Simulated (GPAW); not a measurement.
# Calculated records

**How the form of the self-energy moves the gap of Bi2SO2 (Pnnm)**

The structure is orthorhombic, space group Pnnm (No. 58). The conventional cell has a = 3.877 Å, b = 11.964 Å, c = 3.843 Å, α = 90.00°, β = 90.00°, γ = 90.00°. Nearest to Bi lie 4 O at 2.24 to 2.38 Å and 2 S at 3.05 Å. Nearest to S lie 4 Bi at 3.05 Å. Nearest to O lie 4 Bi at 2.24 to 2.38 Å. Farther neighbours and most contacts between anions are not listed.

- method: DFT, LDA, plane waves, PAW (and 3 further levels or steps)
- program: GPAW 26.7.0
- settings of one run: cutoff 600 eV, GPAW PAW setups 1.2.1 data release, 4×1×4 k-mesh, nbands 609
- cost: 6 runs, 28 min in all on 4 MPI ranks of AMD EPYC 9R14 (Zen 4), shared host (the runs of this entry)
- notes: The cell and positions are those that the Materials Project relaxed with its own functionals (PBE, PBE+U or r2SCAN), kept fixed. Limits: no spin-orbit coupling. Bands and cutoff are finite, so the gap is not at the basis limit. The miss can reach some tenths of an eV and take either sign; the mesh is an error of its own. The program warns of a poor linear fit in the extrapolation of some level, so the extrapolated values are rough. The 4×1×4 mesh is coarse for this cell, which bears on the long-range parts of exchange and screening.
- G0W0, Godby-Needs plasmon pole: 1.121 eV
- one-shot HSE06: 1.661 eV
- G0W0, extrapolated in the cutoff: 1.396 eV
- one-shot Hartree-Fock: 6.533 eV
- G0W0, full frequency, Hilbert transform: 1.130 eV
- known limits: not at the basis limit; no spin-orbit coupling; coarse k mesh

One-shot HSE06: +0.540 eV against G0W0, Godby-Needs plasmon pole. G0W0, extrapolated in the cutoff: +0.274 eV against G0W0, Godby-Needs plasmon pole, at other bands or cutoff, so not like for like.

[Runs of the session that timed out or met a known fault of the program may be left out.]

[Hosts, paths, dates, database ids (printed as entryN), source tags and the programs' standing remarks are cut or masked in the printed files.]
